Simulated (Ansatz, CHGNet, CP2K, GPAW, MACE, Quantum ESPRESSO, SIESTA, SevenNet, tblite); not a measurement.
**Ge(100) slab, H on both faces (90 atoms): forces by two methods**

Diamond-structure Ge (a = 5.658 Å), (100) slab of 6 atomic planes, 3 x 3 surface cells, H on the broken bonds of both faces, 12 Å of vacuum; displaced by a Gaussian of 0.02 Å. Then every atom was moved at random, 0.03 Å r.m.s. a Cartesian component (hydrogen 0.6 of that).

Two calculations on one geometry. First: Kohn-Sham DFT, PBE, PAW, atomic orbitals (dzp); LCAO dzp; h 0.15 Å; levels smeared at 580 K; far from plane-wave PBE on this cell, through basis, grid or potentials (GPAW 26.7.0; Γ point). Second: Kohn-Sham DFT, PBE, SSSP efficiency 1.3.0 pseudopotentials, plane waves; sssp-1.3.0-efficiency; 45/360 Ry; levels smeared at 580 K (Quantum ESPRESSO 7.5; sssp-pbe-1.3.0-efficiency, cutoffs 45/360 Ry, Γ point).

Cell vectors (Å):

```
12.002 0.000 0.000
0.000 12.002 0.000
0.000 0.000 20.839
```

Atom, position (Å) and force of the first calculation (eV/Å):

```
1 Ge 1.999 2.071 6.889 -0.104 -1.681 0.814
2 Ge 0.049 2.032 8.295 -0.923 -0.502 0.173
3 Ge 12.002 4.012 9.740 -0.036 -0.189 -0.407
4 Ge 2.094 0.015 11.138 -0.591 -0.112 -0.166
5 Ge 2.015 2.003 12.490 0.708 0.329 0.848
6 Ge 0.065 2.037 13.970 -0.242 -1.163 0.145
7 Ge 2.037 5.984 6.872 -0.343 -0.227 2.344
8 Ge 11.978 5.969 8.322 0.504 0.604 -0.334
9 Ge 0.050 8.011 9.750 -0.567 -0.284 -0.548
10 Ge 1.963 4.054 11.145 0.791 -0.582 -0.458
11 Ge 2.018 5.997 12.525 0.603 0.459 0.325
12 Ge 0.080 6.007 13.923 -0.712 0.708 -0.583
13 Ge 1.994 9.968 6.889 0.835 0.402 -0.180
14 Ge 0.046 9.974 8.256 -0.543 0.076 0.592
15 Ge 0.086 11.965 9.736 -0.517 0.271 -0.314
16 Ge 2.046 7.966 11.073 0.365 0.602 0.451
17 Ge 2.044 10.041 12.517 0.085 -0.744 0.430
18 Ge 0.026 10.009 13.960 0.017 0.102 -0.889
19 Ge 6.004 2.058 6.892 -0.632 -2.074 1.785
20 Ge 3.932 2.035 8.323 0.926 -0.272 -0.445
21 Ge 4.039 4.013 9.699 -1.078 0.186 0.234
22 Ge 6.022 0.026 11.109 -0.018 -0.416 0.074
23 Ge 6.016 1.985 12.524 0.935 0.188 0.275
24 Ge 4.116 1.968 13.935 -1.304 -0.361 -0.159
25 Ge 5.986 6.014 6.894 0.310 0.337 0.188
26 Ge 4.054 5.998 8.287 -0.645 -0.247 -0.274
27 Ge 4.031 7.994 9.605 0.294 -0.499 1.355
28 Ge 5.957 3.981 11.107 0.481 0.034 0.592
29 Ge 6.074 5.979 12.518 -0.740 -0.258 0.468
30 Ge 4.016 5.971 13.974 0.403 0.543 -1.398
31 Ge 5.995 10.044 6.857 0.265 -1.281 0.828
32 Ge 4.064 9.947 8.306 -0.739 1.179 -0.692
33 Ge 4.014 0.006 9.706 0.402 -0.206 -0.325
34 Ge 6.017 7.984 11.158 0.060 0.307 -0.608
35 Ge 6.060 10.014 12.539 -0.684 0.060 -0.011
36 Ge 4.043 10.053 13.987 0.060 -0.414 -1.640
37 Ge 9.960 1.990 6.865 0.741 0.526 0.498
38 Ge 7.991 2.030 8.257 0.081 -0.196 0.934
39 Ge 7.965 4.012 9.780 0.586 0.071 -0.831
40 Ge 10.010 11.964 11.170 0.547 0.679 -0.813
41 Ge 10.079 1.991 12.512 -0.504 0.095 0.788
42 Ge 8.032 1.991 14.019 0.287 0.377 -1.491
43 Ge 10.003 6.017 6.870 -0.342 -0.921 0.907
44 Ge 7.952 6.048 8.294 0.682 -0.411 0.233
45 Ge 8.066 8.030 9.730 -0.953 -0.026 -0.298
46 Ge 10.045 4.013 11.139 -0.670 -0.172 0.009
47 Ge 10.017 5.987 12.565 0.742 0.227 -0.207
48 Ge 8.064 5.985 13.921 -0.411 -0.055 0.377
49 Ge 10.023 9.918 6.879 -0.142 3.524 1.392
50 Ge 7.979 10.011 8.275 0.442 -0.031 0.088
51 Ge 8.024 11.982 9.745 0.096 0.512 -0.723
52 Ge 10.003 7.991 11.123 0.710 0.306 0.481
53 Ge 10.009 10.048 12.545 0.468 -1.092 0.272
54 Ge 8.038 9.979 13.906 -0.081 0.761 0.291
55 H 1.978 0.767 6.036 0.048 0.224 -0.105
56 H 1.995 3.268 6.049 0.043 1.142 -1.198
57 H 0.006 0.694 14.899 0.090 1.077 -0.418
58 H 0.010 3.303 14.851 0.048 -0.109 0.202
59 H 2.048 7.216 6.080 -0.001 1.147 -1.121
60 H 2.011 4.737 6.086 0.026 -0.861 -1.029
61 H 0.060 4.797 14.802 0.033 -0.710 0.670
62 H 0.019 7.223 14.859 0.054 0.118 0.236
63 H 2.005 11.255 5.968 0.016 -0.451 0.110
64 H 2.014 8.708 5.991 -0.006 0.159 -0.230
65 H 0.016 8.752 14.819 0.014 -0.264 0.368
66 H 0.010 11.244 14.868 0.025 0.173 0.335
67 H 6.031 0.790 6.013 -0.049 0.033 -0.215
68 H 6.036 3.203 6.033 0.011 1.885 -1.626
69 H 4.055 0.737 14.906 0.043 0.405 -0.091
70 H 4.019 3.215 14.808 0.075 0.260 0.353
71 H 6.010 4.754 6.057 0.014 -0.306 -0.513
72 H 6.020 7.259 5.983 -0.068 -0.040 -0.261
73 H 4.015 4.748 14.834 -0.036 -0.661 0.725
74 H 4.092 7.241 14.810 -0.086 0.274 0.421
75 H 6.059 8.733 6.023 -0.043 0.281 -0.190
76 H 6.041 11.260 6.016 -0.044 0.922 -0.889
77 H 4.114 8.821 14.840 -0.034 -0.681 0.670
78 H 4.029 11.273 14.840 -0.015 0.717 0.792
79 H 9.981 0.724 5.998 -0.010 -0.159 -0.338
80 H 9.998 3.279 5.981 -0.019 -0.315 -0.122
81 H 8.071 0.758 14.891 -0.043 -0.472 0.551
82 H 8.064 3.259 14.875 -0.058 0.128 0.344
83 H 9.990 7.235 5.998 0.042 0.568 -0.698
84 H 10.028 4.734 5.983 -0.018 0.268 -0.089
85 H 8.080 4.753 14.872 -0.033 0.191 0.059
86 H 7.996 7.257 14.809 0.019 -0.168 0.095
87 H 10.072 11.287 5.974 -0.028 -1.131 0.422
88 H 10.044 8.786 6.023 0.014 -2.139 -1.848
89 H 8.011 11.262 14.816 -0.019 -0.432 -0.037
90 H 8.023 8.753 14.820 0.016 -0.166 0.327
```

**Question.** What forces does the second calculation give?

Atom and force (eV/Å):

```
1 -0.117 -1.510 0.572
2 -0.867 -0.470 0.172
3 -0.042 -0.156 -0.370
4 -0.569 -0.114 -0.164
5 0.662 0.304 0.796
6 -0.258 -1.053 0.279
7 -0.329 -0.200 1.967
8 0.475 0.575 -0.294
9 -0.526 -0.282 -0.492
10 0.723 -0.550 -0.425
11 0.550 0.419 0.286
12 -0.690 0.628 -0.316
13 0.757 0.359 -0.346
14 -0.501 0.064 0.560
15 -0.484 0.264 -0.287
16 0.312 0.562 0.390
17 0.085 -0.677 0.403
18 -0.010 0.089 -0.623
19 -0.551 -1.859 1.400
20 0.863 -0.242 -0.409
21 -0.988 0.176 0.233
22 -0.004 -0.403 0.057
23 0.840 0.155 0.258
24 -1.242 -0.301 0.048
25 0.324 0.278 -0.002
26 -0.601 -0.219 -0.260
27 0.276 -0.468 1.286
28 0.479 0.039 0.529
29 -0.697 -0.222 0.421
30 0.409 0.512 -1.082
31 0.294 -1.164 0.594
32 -0.703 1.079 -0.630
33 0.383 -0.186 -0.261
34 0.080 0.278 -0.573
35 -0.631 0.057 -0.008
36 0.079 -0.389 -1.303
37 0.691 0.481 0.283
38 0.081 -0.178 0.864
39 0.532 0.074 -0.763
40 0.517 0.638 -0.766
41 -0.484 0.082 0.728
42 0.293 0.336 -1.198
43 -0.313 -0.837 0.639
44 0.645 -0.387 0.231
45 -0.882 -0.036 -0.269
46 -0.622 -0.160 0.003
47 0.695 0.216 -0.202
48 -0.378 -0.037 0.531
49 -0.104 3.165 1.049
50 0.422 -0.024 0.102
51 0.079 0.487 -0.655
52 0.656 0.286 0.419
53 0.433 -1.007 0.243
54 -0.088 0.707 0.455
55 0.049 0.501 0.070
56 0.039 0.704 -0.882
57 0.097 1.253 -0.550
58 0.059 -0.404 -0.002
59 -0.003 0.712 -0.843
60 0.039 -0.444 -0.765
61 0.046 -0.346 0.408
62 0.070 -0.177 0.011
63 0.020 -0.696 0.279
64 -0.008 0.443 -0.027
65 0.015 0.069 0.144
66 0.026 -0.128 0.114
67 -0.053 0.328 -0.025
68 -0.001 1.387 -1.256
69 0.053 0.647 -0.288
70 0.098 -0.063 0.130
71 0.013 0.039 -0.291
72 -0.073 -0.331 -0.052
73 -0.036 -0.278 0.469
74 -0.099 -0.062 0.202
75 -0.053 0.556 -0.014
76 -0.052 0.519 -0.618
77 -0.060 -0.306 0.415
78 -0.014 0.341 0.525
79 -0.012 0.154 -0.123
80 -0.023 -0.578 0.059
81 -0.052 -0.123 0.305
82 -0.065 -0.185 0.125
83 0.053 0.196 -0.435
84 -0.018 0.539 0.090
85 -0.035 0.456 -0.150
86 0.037 -0.447 -0.103
87 -0.029 -1.310 0.547
88 0.011 -1.607 -1.448
89 -0.006 -0.684 -0.217
90 0.018 0.147 0.095
```

The two sets differ by 169 meV/Å r.m.s., 30 % of the r.m.s. force of the Quantum ESPRESSO run. The electronic-structure runs sample only Γ, in a cell whose shortest periodic width is 12 Å.

[Logs are printed without paths, hosts, clocks, repeated set-up lines and the standing remarks that a program may print on its own settings, such as how far it seeks lower states.]

[Hosts, paths, dates, database ids (printed as entryN), source tags and the programs' standing remarks are cut or masked in the printed files.]
